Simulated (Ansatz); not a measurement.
# NbSi2: which shell does photoemission see at 21.2 and 8047.8 eV? (PBE)

The valence band of NbSi2 mixes several shells. Work out by hand which one leads the spectrum's area at each photon energy.

Filled states come from the projected DOS of Ansatz 0.2.0 (PBE, plane waves); cross sections σ and asymmetry parameters β are those of free atoms in a Dirac–Hartree–Slater calculation. A shell's area is states × σ × angular factor, which is 1 − β·P₂(cos θ)/2 for unpolarised light, with θ = 54.7° from the beam and P₂ = 0.001.

**At 21.2 eV** (states counted from 11.2 eV below the zero; other shells add 2.3 to the products' sum of 73.8):

| shell | filled states a cell | cross section (Mb an electron) | β | angular factor | product | share by hand (%) | share in the simulated spectrum (%) |
| --- | --- | --- | --- | --- | --- | --- | --- |
| Nb 5s | 1.20 | 0.024 | 1.87 | 1.00 | 0.0288 | 0 | 0 |
| Nb 4d | 13.98 | 5.05 | 0.44 | 1.00 | 70.6 | 96 | 96 |
| Si 3s | 6.58 | 0.129 | 2.00 | 1.00 | 0.847 | 1 | 1 |

**At 8047.8 eV** (states counted from 14.2 eV below the zero; other shells add 4.8e-06 to the products' sum of 9.2e-05):

```
shell  filled states a cell  cross section (Mb an electron)     β  angular factor   product  share by hand (%)  share in the simulated spectrum (%)
Nb 5s                  1.55                        6.95e-06  2.00            1.00  1.08e-05                 12                                   12
Nb 4d                 14.00                        1.84e-06  0.62            1.00  2.57e-05                 28                                   28
Si 3s                  7.16                        7.09e-06  2.00            1.00  5.07e-05                 55                                   55
```

Nb 4d leads at 21.2 eV and Si 3s at 8047.8 eV. Between the two energies σ of Nb 4d changes by a factor 3.6e-7 and that of Si 3s by 5.5e-5, so their ratio moves 151-fold in favour of the second. The simulated spectrum uses the same rule on the energy-resolved DOS, so the two share columns agree within a few points.

Only crystals where the two columns agree within 4 points and the lead is clear are worked in this form. Free-atom cross sections ignore the solid's final states, no escape depth or background enters, and the count of states a shell hangs on the projection.

[Logs are printed without paths, hosts, clocks, repeated set-up lines and the standing remarks that a program may print on its own settings, such as how far it seeks lower states.]
